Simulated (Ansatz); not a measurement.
# Resistivity from frozen vibrations: W(100) with 4 thermally displaced layers, 2x2, part 2 of 2

How much do lattice vibrations at 500 K scatter the electrons of W? Layers with random displacements are laid between perfect leads, and the resistance is followed against their length.

Ansatz 0.2.0; Ansatz plane-wave DFT, PBE, PAW files; ballistic transport by layer matching (Landauer), zero bias; PAW set soft_1.

So far, open channels per spin nearest the Fermi level: step 2 (with 4 displaced layers) 5.66.

### 3. With 8 displaced layers

Each atom of 8 layers is moved at random, by amounts drawn from a normal law 0.0502 Å wide in each direction from the Debye model (400 K) at 500 K. A fresh draw is used; the growth of the resistance with length is what counts.

System of this step: W(100) with 8 thermally displaced layers, 2x2. The cell holds 72 atoms: 72 W. Its edges and angles: a = 6.330 Å, b = 6.330 Å, c = 28.483 Å, α = 90.0°, β = 90.0°, γ = 90.0°. It derives from W. Regions: lead, 40 atoms (40 W); scattering region, 32 atoms (32 W). The structure is stacked along c, and the current runs across the ab planes.

File input.yaml:

```yaml
crystal:
  lattice:
    - [6.3296, 0.0, 0.0]
    - [0.0, 6.3296, 0.0]
    - [0.0, 0.0, 28.4832]
  atoms:
    - { symbol: W, position: [0.0, 0.0, 0.0277777778] }
    - { symbol: W, position: [0.0, 0.5, 0.0277777778] }
    - { symbol: W, position: [0.5, 0.0, 0.0277777778] }
    - { symbol: W, position: [0.5, 0.5, 0.0277777778] }
    - { symbol: W, position: [0.25, 0.25, 0.0833333333] }
    - { symbol: W, position: [0.25, 0.75, 0.0833333333] }
    - { symbol: W, position: [0.75, 0.25, 0.0833333333] }
    - { symbol: W, position: [0.75, 0.75, 0.0833333333] }
    - { symbol: W, position: [0.0, 0.0, 0.1388888889] }
    - { symbol: W, position: [0.0, 0.5, 0.1388888889] }
    - { symbol: W, position: [0.5, 0.0, 0.1388888889] }
    - { symbol: W, position: [0.5, 0.5, 0.1388888889] }
    - { symbol: W, position: [0.25, 0.25, 0.1944444444] }
    - { symbol: W, position: [0.25, 0.75, 0.1944444444] }
    - { symbol: W, position: [0.75, 0.25, 0.1944444444] }
    - { symbol: W, position: [0.75, 0.75, 0.1944444444] }
    - { symbol: W, position: [0.0, 0.0, 0.25] }
    - { symbol: W, position: [0.0, 0.5, 0.25] }
    - { symbol: W, position: [0.5, 0.0, 0.25] }
    - { symbol: W, position: [0.5, 0.5, 0.25] }
    - { symbol: W, position: [0.2642813142, 0.2604246484, 0.3061850902] }
    - { symbol: W, position: [0.2404218228, 0.7499646927, 0.3067119528] }
    - { symbol: W, position: [0.7397873341, 0.2531320788, 0.3063127713] }
    - { symbol: W, position: [0.7555174359, 0.7406136581, 0.3043899497] }
    - { symbol: W, position: [0.9965404372, 0.9907271396, 0.3641750516] }
    - { symbol: W, position: [0.9960689832, 0.5026076975, 0.360655629] }
    - { symbol: W, position: [0.5125519739, 0.0104663217, 0.3622267778] }
    - { symbol: W, position: [0.4825330773, 0.5004124266, 0.3623154416] }
    - { symbol: W, position: [0.2579582667, 0.245101935, 0.4198761858] }
    - { symbol: W, position: [0.2395331235, 0.7447561575, 0.4183137809] }
    - { symbol: W, position: [0.7503888492, 0.2658726933, 0.416998748] }
    - { symbol: W, position: [0.7449807567, 0.7470071055, 0.4147445852] }
    - { symbol: W, position: [0.9898720033, 0.004997186, 0.4732459605] }
    - { symbol: W, position: [0.0102617915, 0.4940183427, 0.4751976277] }
    - { symbol: W, position: [0.4977219168, 0.01248012, 0.471459859] }
    - { symbol: W, position: [0.4941699241, 0.5019800146, 0.4740391529] }
    - { symbol: W, position: [0.251276301, 0.2453585928, 0.5254151853] }
    - { symbol: W, position: [0.2388903401, 0.7539846985, 0.5295211823] }
    - { symbol: W, position: [0.7486976591, 0.2414836561, 0.5293156636] }
    - { symbol: W, position: [0.7398504916, 0.7443476063, 0.5288717164] }
    - { symbol: W, position: [0.9821634374, 0.0030626992, 0.5823087583] }
    - { symbol: W, position: [0.0008662453, 0.4993999243, 0.583689363] }
    - { symbol: W, position: [0.5055026064, 0.9939885063, 0.5858364291] }
    - { symbol: W, position: [0.5057556466, 0.5066881539, 0.5853852707] }
    - { symbol: W, position: [0.2562431046, 0.2566908967, 0.6390220489] }
    - { symbol: W, position: [0.238690158, 0.7489295159, 0.6375333694] }
    - { symbol: W, position: [0.7387221198, 0.2520487201, 0.6378873746] }
    - { symbol: W, position: [0.7418368805, 0.7417322725, 0.6393617124] }
    - { symbol: W, position: [0.0028431437, 0.0104829403, 0.6944199334] }
    - { symbol: W, position: [0.0082585219, 0.5111155623, 0.6964704903] }
    - { symbol: W, position: [0.4812505581, 0.0097396085, 0.6950426937] }
    - { symbol: W, position: [0.5033591778, 0.5029426692, 0.6951186809] }
    - { symbol: W, position: [0.25, 0.25, 0.75] }
    - { symbol: W, position: [0.25, 0.75, 0.75] }
    - { symbol: W, position: [0.75, 0.25, 0.75] }
    - { symbol: W, position: [0.75, 0.75, 0.75] }
    - { symbol: W, position: [0.0, 0.0, 0.8055555556] }
    - { symbol: W, position: [0.0, 0.5, 0.8055555556] }
    - { symbol: W, position: [0.5, 0.0, 0.8055555556] }
    - { symbol: W, position: [0.5, 0.5, 0.8055555556] }
    - { symbol: W, position: [0.25, 0.25, 0.8611111111] }
    - { symbol: W, position: [0.25, 0.75, 0.8611111111] }
    - { symbol: W, position: [0.75, 0.25, 0.8611111111] }
    - { symbol: W, position: [0.75, 0.75, 0.8611111111] }
    - { symbol: W, position: [0.0, 0.0, 0.9166666667] }
    - { symbol: W, position: [0.0, 0.5, 0.9166666667] }
    - { symbol: W, position: [0.5, 0.0, 0.9166666667] }
    - { symbol: W, position: [0.5, 0.5, 0.9166666667] }
    - { symbol: W, position: [0.25, 0.25, 0.9722222222] }
    - { symbol: W, position: [0.25, 0.75, 0.9722222222] }
    - { symbol: W, position: [0.75, 0.25, 0.9722222222] }
    - { symbol: W, position: [0.75, 0.75, 0.9722222222] }
kpoints:
  mp_grid: { grid: [4, 4, 1] }
hamiltonian:
  xc: pbe
  pseudopotentials: { kind: paw, azcp: { folder: soft_1 } }
scf:
  occupations: { method: fermi_dirac, width: 0.1 }
output:
  transmission: { leads: [[0, 4]], kmesh: [8, 8], e_range: [-0.05, 0.05], de: 0.05 }
  write_potential: true
  write_density: true
  volumetric_format: npy
```

Run with:

```sh
$ ansatz run input.yaml --threads 4 --pin off --max-ram 15360MiB --backend cpu --events-out ev --progress --plain --runs-dir out
```

Numbers of over 12 decimals in the logs are rounded to 6 here.

Log:

```text
[...]
Crystal: 72 atoms, lattice volume = 1141.146 Å³
Basis set: ecut = 420 eV, 22299 PW (Γ)
Bands: 605, of which v1, the nominal top of the filled ones, is band 504 counted from 1 (503 counted from 0)
Symmetry: 1 space group operations
[...]
k-points: 10 of 16 (time reversal used)
[...]
SCF iter   1: F=—  HF=-747798.104506 eV  |F-HF|=—  |Δ(HF+E_count)|=         —  Δρ=6.30e-2  dr2=4.05e1  ethr=3.10e-3  ⟨swp⟩=5.1  Hψ=21927  notcnv=0
[...]
SCF iter   8: F=-747784.317754 eV  HF=-747784.317754 eV  |F-HF|=2.54e-8  |Δ(HF+E_count)|=   4.07e-9  Δρ=7.05e-7  dr2=2.86e-8  ethr=9.92e-12  ⟨swp⟩=6.9  Hψ=13021  notcnv=0
SCF 1 converged in 8 iterations: F = -747784.317754 eV  dr2 = 2.86e-8
[...]
transmission: 123 of 1224 steps passed
transmission: 249 of 1224 steps passed
[...]
transmission: 1224 of 1224 steps passed
SCF converged after 8 iterations
Free energy (F): -747784.317754 eV
[...]
Internal energy: -747783.079675 eV  (E = F + TS)
E sigma→0 (E₀):  -747783.698715 eV
Entropy (-TS):   -1.238079 eV (-17.196 meV/atom)
Fermi energy:    22.420576 eV
[...]
--- Band table (eV; the first three rows and the last of 10) ---
  k-point 0: bands = [... 500 lower, 22.3517, 22.3595, 22.3771, 22.3994, 22.4231, 22.4326, 22.4549, 22.4742, ... 97 higher]
  k-point 1: bands = [... 500 lower, 22.2908, 22.3148, 22.3349, 22.3442, 22.3661, 22.3779, 22.4464, 22.4670, ... 97 higher]
  k-point 2: bands = [... 500 lower, 22.4321, 22.4438, 22.5061, 22.5288, 22.5477, 22.5591, 22.6075, 22.6284, ... 97 higher]
  k-point 9: bands = [... 500 lower, 21.6700, 21.6968, 21.7836, 21.8226, 22.4809, 22.5175, 22.5569, 22.5789, ... 97 higher]
--- Transmission ---
  basis      : 349 plane waves across, 36 finite elements along
  points     : 34, standing for a mesh of 8 x 8
[...]
channels       : 5.281250e0 a spin
[...]
slowest decay  : 0.0387 /Å at (0.5000, 0.5000)
  junction   : crystal 0 to crystal 0, 0.70 to 27.60 Å
    transmission   : 4.278890e0 a spin
[...]
```

It took 39 min on 4 threads of Arm Neoverse N1, shared host; peak memory 8.1 GiB.

This step gave:

```
free energy                                    : -747784.3178 eV
energy at zero smearing                        : -747783.6987 eV
Fermi energy                                   : 22.42 eV
transmission per spin nearest the Fermi level  : 4.279
open channels per spin nearest the Fermi level : 5.281
step of the lead's potential                   : 3.3 meV
```

Per spin. The transmission, zone mean by energy, zero at the Fermi level:

```csv
energy (eV),"transmission, zone mean"
-0.0500,4.12
0.0000,4.28
0.0500,4.59
```

Over the solved energies the transmission per spin lies between 4.12 and 4.59, out of 5.20 channels of the lead on average (up to 5.66).

### 4. With 12 displaced layers

Each atom of 12 layers is moved at random, by amounts drawn from a normal law 0.0502 Å wide in each direction from the Debye model (400 K) at 500 K. A fresh draw is used; the growth of the resistance with length is what counts.

System of this step: W(100) with 12 thermally displaced layers, 2x2. The cell holds 88 atoms: 88 W. Its edges and angles: a = 6.330 Å, b = 6.330 Å, c = 34.813 Å, α = 90.0°, β = 90.0°, γ = 90.0°. It derives from W. Regions: lead, 40 atoms (40 W); scattering region, 48 atoms (48 W). The structure is stacked along c, and the current runs across the ab planes.

File input.yaml:

```yaml
crystal:
  lattice:
    - [6.3296, 0.0, 0.0]
    - [0.0, 6.3296, 0.0]
    - [0.0, 0.0, 34.8128]
  atoms:
    - { symbol: W, position: [0.0, 0.0, 0.0227272727] }
    - { symbol: W, position: [0.0, 0.5, 0.0227272727] }
    - { symbol: W, position: [0.5, 0.0, 0.0227272727] }
    - { symbol: W, position: [0.5, 0.5, 0.0227272727] }
    - { symbol: W, position: [0.25, 0.25, 0.0681818182] }
    - { symbol: W, position: [0.25, 0.75, 0.0681818182] }
    - { symbol: W, position: [0.75, 0.25, 0.0681818182] }
    - { symbol: W, position: [0.75, 0.75, 0.0681818182] }
    - { symbol: W, position: [0.0, 0.0, 0.1136363636] }
    - { symbol: W, position: [0.0, 0.5, 0.1136363636] }
    - { symbol: W, position: [0.5, 0.0, 0.1136363636] }
    - { symbol: W, position: [0.5, 0.5, 0.1136363636] }
    - { symbol: W, position: [0.25, 0.25, 0.1590909091] }
    - { symbol: W, position: [0.25, 0.75, 0.1590909091] }
    - { symbol: W, position: [0.75, 0.25, 0.1590909091] }
    - { symbol: W, position: [0.75, 0.75, 0.1590909091] }
    - { symbol: W, position: [0.0, 0.0, 0.2045454545] }
    - { symbol: W, position: [0.0, 0.5, 0.2045454545] }
    - { symbol: W, position: [0.5, 0.0, 0.2045454545] }
    - { symbol: W, position: [0.5, 0.5, 0.2045454545] }
    - { symbol: W, position: [0.252531953, 0.2471549431, 0.247259272] }
    - { symbol: W, position: [0.2491366478, 0.7436289271, 0.2515567833] }
    - { symbol: W, position: [0.7477109872, 0.2506616978, 0.2487755071] }
    - { symbol: W, position: [0.7459523652, 0.749908579, 0.247859206] }
    - { symbol: W, position: [0.00238349, 0.9991591797, 0.2937456292] }
    - { symbol: W, position: [0.9809895347, 0.5040668944, 0.2950256531] }
    - { symbol: W, position: [0.4957986955, 0.9981280344, 0.2980725377] }
    - { symbol: W, position: [0.4996052345, 0.5006866191, 0.2933113047] }
    - { symbol: W, position: [0.2630582324, 0.2572728023, 0.3424468086] }
    - { symbol: W, position: [0.2503778952, 0.7572661977, 0.3414437173] }
    - { symbol: W, position: [0.7548606663, 0.2487935871, 0.3387848529] }
    - { symbol: W, position: [0.7581555883, 0.7346618385, 0.3405632827] }
    - { symbol: W, position: [0.9983787781, 0.9917333897, 0.3872472988] }
    - { symbol: W, position: [0.9984120137, 0.4965370043, 0.3871128572] }
    - { symbol: W, position: [0.4962222229, 0.0110102551, 0.3868701703] }
    - { symbol: W, position: [0.496240027, 0.4845880763, 0.3844788397] }
    - { symbol: W, position: [0.2586151596, 0.2495988685, 0.4314101284] }
    - { symbol: W, position: [0.2630258317, 0.7398326141, 0.4309741037] }
    - { symbol: W, position: [0.7462538618, 0.2546478158, 0.4308618631] }
    - { symbol: W, position: [0.7451375203, 0.7372761993, 0.4328693552] }
    - { symbol: W, position: [0.0063901569, 0.9962238264, 0.4775081406] }
    - { symbol: W, position: [0.9897533702, 0.4962600014, 0.4792586963] }
    - { symbol: W, position: [0.501075919, 0.0183139367, 0.4761381873] }
    - { symbol: W, position: [0.5045998355, 0.4984502519, 0.4780882111] }
    - { symbol: W, position: [0.2499428365, 0.245551459, 0.5214768218] }
    - { symbol: W, position: [0.2743040557, 0.7493868962, 0.5198207646] }
    - { symbol: W, position: [0.7448586313, 0.2553747286, 0.5220066366] }
    - { symbol: W, position: [0.7607840718, 0.7579458746, 0.522507715] }
    - { symbol: W, position: [0.9962568085, 0.9920350793, 0.5671729928] }
    - { symbol: W, position: [0.9883225955, 0.5095470854, 0.5704744125] }
    - { symbol: W, position: [0.4900427646, 0.99063296, 0.5656329541] }
    - { symbol: W, position: [0.4923596588, 0.4753764912, 0.566535511] }
    - { symbol: W, position: [0.2602804717, 0.2472599009, 0.6148680314] }
    - { symbol: W, position: [0.2461240088, 0.7639565699, 0.6139234861] }
    - { symbol: W, position: [0.7469719199, 0.2702327176, 0.6131687192] }
    - { symbol: W, position: [0.7403195288, 0.7516005131, 0.6135803927] }
    - { symbol: W, position: [0.0084526095, 0.9926943334, 0.6602507057] }
    - { symbol: W, position: [0.006759621, 0.4947073338, 0.6593261842] }
    - { symbol: W, position: [0.4934147424, 0.0185949011, 0.6580760694] }
    - { symbol: W, position: [0.4964085406, 0.4915512472, 0.6585920625] }
    - { symbol: W, position: [0.2499534215, 0.2560861599, 0.7036655919] }
    - { symbol: W, position: [0.2485273951, 0.7387716817, 0.7033529628] }
    - { symbol: W, position: [0.7718449112, 0.258253793, 0.7034192287] }
    - { symbol: W, position: [0.7393986342, 0.7422666878, 0.7045141926] }
    - { symbol: W, position: [0.0002752824, 0.9940995549, 0.7481457272] }
    - { symbol: W, position: [0.0112750007, 0.5035804491, 0.7494601546] }
    - { symbol: W, position: [0.4982508487, 0.9958024842, 0.7457684305] }
    - { symbol: W, position: [0.5009168356, 0.4915139403, 0.7485548833] }
    - { symbol: W, position: [0.25, 0.25, 0.7954545455] }
    - { symbol: W, position: [0.25, 0.75, 0.7954545455] }
    - { symbol: W, position: [0.75, 0.25, 0.7954545455] }
    - { symbol: W, position: [0.75, 0.75, 0.7954545455] }
    - { symbol: W, position: [0.0, 0.0, 0.8409090909] }
    - { symbol: W, position: [0.0, 0.5, 0.8409090909] }
    - { symbol: W, position: [0.5, 0.0, 0.8409090909] }
    - { symbol: W, position: [0.5, 0.5, 0.8409090909] }
    - { symbol: W, position: [0.25, 0.25, 0.8863636364] }
    - { symbol: W, position: [0.25, 0.75, 0.8863636364] }
    - { symbol: W, position: [0.75, 0.25, 0.8863636364] }
    - { symbol: W, position: [0.75, 0.75, 0.8863636364] }
    - { symbol: W, position: [0.0, 0.0, 0.9318181818] }
    - { symbol: W, position: [0.0, 0.5, 0.9318181818] }
    - { symbol: W, position: [0.5, 0.0, 0.9318181818] }
    - { symbol: W, position: [0.5, 0.5, 0.9318181818] }
    - { symbol: W, position: [0.25, 0.25, 0.9772727273] }
    - { symbol: W, position: [0.25, 0.75, 0.9772727273] }
    - { symbol: W, position: [0.75, 0.25, 0.9772727273] }
    - { symbol: W, position: [0.75, 0.75, 0.9772727273] }
kpoints:
  mp_grid: { grid: [4, 4, 1] }
hamiltonian:
  xc: pbe
  pseudopotentials: { kind: paw, azcp: { folder: soft_1 } }
scf:
  occupations: { method: fermi_dirac, width: 0.1 }
output:
  transmission: { leads: [[0, 4]], kmesh: [8, 8], e_range: [-0.05, 0.05], de: 0.05 }
  write_potential: true
  write_density: true
  volumetric_format: npy
```

Log:

```text
[...]
Crystal: 88 atoms, lattice volume = 1394.734 Å³
Basis set: ecut = 420 eV, 27305 PW (Γ)
Bands: 740, of which v1, the nominal top of the filled ones, is band 616 counted from 1 (615 counted from 0)
Symmetry: 1 space group operations
[...]
k-points: 10 of 16 (time reversal used)
[...]
SCF iter   1: F=—  HF=-913974.307680 eV  |F-HF|=—  |Δ(HF+E_count)|=         —  Δρ=6.30e-2  dr2=5.28e1  ethr=3.10e-3  ⟨swp⟩=4.5  Hψ=26788  notcnv=0
[...]
SCF iter   8: F=-913957.407706 eV  HF=-913957.407706 eV  |F-HF|=5.23e-8  |Δ(HF+E_count)|=   4.07e-9  Δρ=8.59e-7  dr2=5.84e-8  ethr=8.12e-12  ⟨swp⟩=6.9  Hψ=16276  notcnv=0
SCF 1 converged in 8 iterations: F = -913957.407706 eV  dr2 = 5.84e-8
[...]
transmission: 190 of 1870 steps passed
transmission: 374 of 1870 steps passed
[...]
transmission: 1870 of 1870 steps passed
SCF converged after 8 iterations
Free energy (F): -913957.407706 eV
[...]
Internal energy: -913955.922355 eV  (E = F + TS)
E sigma→0 (E₀):  -913956.665030 eV
Entropy (-TS):   -1.485351 eV (-16.879 meV/atom)
Fermi energy:    22.410822 eV
[...]
--- Band table (eV; the first three rows and the last of 10) ---
  k-point 0: bands = [... 612 lower, 22.2275, 22.2454, 22.2768, 22.2932, 22.3116, 22.3326, 22.4125, 22.4801, ... 120 higher]
  k-point 1: bands = [... 612 lower, 22.3466, 22.3551, 22.3719, 22.3865, 22.3973, 22.4141, 22.4227, 22.4296, ... 120 higher]
  k-point 2: bands = [... 612 lower, 22.4206, 22.4251, 22.4363, 22.4597, 22.5058, 22.5094, 22.5345, 22.5443, ... 120 higher]
  k-point 9: bands = [... 612 lower, 21.6346, 21.7332, 21.7403, 21.8680, 22.4311, 22.5105, 22.5439, 22.5874, ... 120 higher]
--- Transmission ---
  basis      : 349 plane waves across, 55 finite elements along
  points     : 34, standing for a mesh of 8 x 8
[...]
channels       : 5.281250e0 a spin
[...]
slowest decay  : 0.0381 /Å at (0.5000, 0.5000)
  junction   : crystal 0 to crystal 0, 0.70 to 33.93 Å
    transmission   : 3.647009e0 a spin
[...]
```

Run time: 47 min. Hardware: 4 threads; peak memory 8.3 GiB.

This step gave:

| Quantity | Value |
| --- | --- |
| free energy | -913957.4077 eV |
| energy at zero smearing | -913956.6650 eV |
| Fermi energy | 22.41 eV |
| transmission per spin nearest the Fermi level | 3.647 |
| step of the lead's potential | 6.5 meV |

Per spin. The transmission, zone mean by energy, zero at the Fermi level:

```
energy (eV)  transmission, zone mean
    -0.0500                     3.56
     0.0000                     3.65
     0.0500                     3.86
```

Over the solved energies the transmission per spin lies between 3.56 and 3.86, out of 5.20 channels of the lead on average (up to 5.66).

### 5. The fit

This step: Ansatz plane-wave DFT, PBE, PAW files; ballistic transport by layer matching (Landauer), zero bias; resistivity from the slope of the area resistance; PAW set soft_1 (Ansatz 0.2.0).

This step gave:

| Property | Result |
| --- | --- |
| resistivity | 23.82 µΩ cm |
| intercept | -0.06393 fΩ m² |
| scatter about the fit | 0.02688 fΩ m² |

Resistance, by row:

```csv
run,length (Å),T,channels N,RA (fΩ m²)
n4,6.33,4.935,5.49,0.1058
n8,12.66,4.329,5.198,0.1996
n12,18.99,3.688,5.198,0.4074
```

Area resistance against length of the displaced region:

```
length of the displaced region (Å)  area resistance (fΩ m²)
                              6.33                    0.106
                             12.66                    0.200
                             18.99                    0.407
```

The area resistance goes from 0.11 to 0.41 fΩ m² between 6.3 and 19.0 Å, a slope of 24 µΩ cm.

By hand from the end points: (0.4074 − 0.1058) fΩ m² / (18.99 − 6.33) Å = 24 µΩ cm, since 1 fΩ m² per Å is 1000 µΩ cm.

### 6. What came out

```
resistivity from the slope  : 23.8 µΩ cm
area resistance over 6.33 Å : 0.106 fΩ m²
area resistance over 12.7 Å : 0.200 fΩ m²
area resistance over 19.0 Å : 0.407 fΩ m²
```

**Reading.** The slope gives 24 µΩ cm. The points scatter by 0.027 fΩ m² about the line, with one random draw a length in a 2x2 cell, so the slope is a rough value. The mean square of the displacements drawn is 0.78, 0.99 and 1.2 of the nominal one at the three lengths; with each resistance scaled back by that, the slope is 17 µΩ cm, the value used below. The lead's own channel count moves between the runs (5.49, 5.20 and 5.20), which shifts RA and the slope too. Read with a model of isotropic scattering on a spherical Fermi surface and the lead's 1.1×10¹⁵ S/m², this slope means a mean free path near 47 Å; over these lengths the model's slope is 1.10 times its bulk resistivity, which would be 15 µΩ cm. Uncorrelated displacements put too much weight on short waves, which scatter strongly; with the sideways repeat of a small cell, one draw and three short lengths, the method is good to a factor of two or three. The measured value is 10.3 µΩ cm (CRC Handbook of Chemistry and Physics, 84th ed., 2003, Electrical Resistivity of Pure Metals); the scaled slope is 1.6 times that and the corrected value 1.5: clearly high. Spin-orbit coupling is left out, which matters for W.

[Logs are printed without paths, hosts, clocks, repeated set-up lines and the standing remarks that a program may print on its own settings, such as how far it seeks lower states.]

[Hosts, paths, dates, database ids (printed as entryN), source tags and the programs' standing remarks are cut or masked in the printed files.]
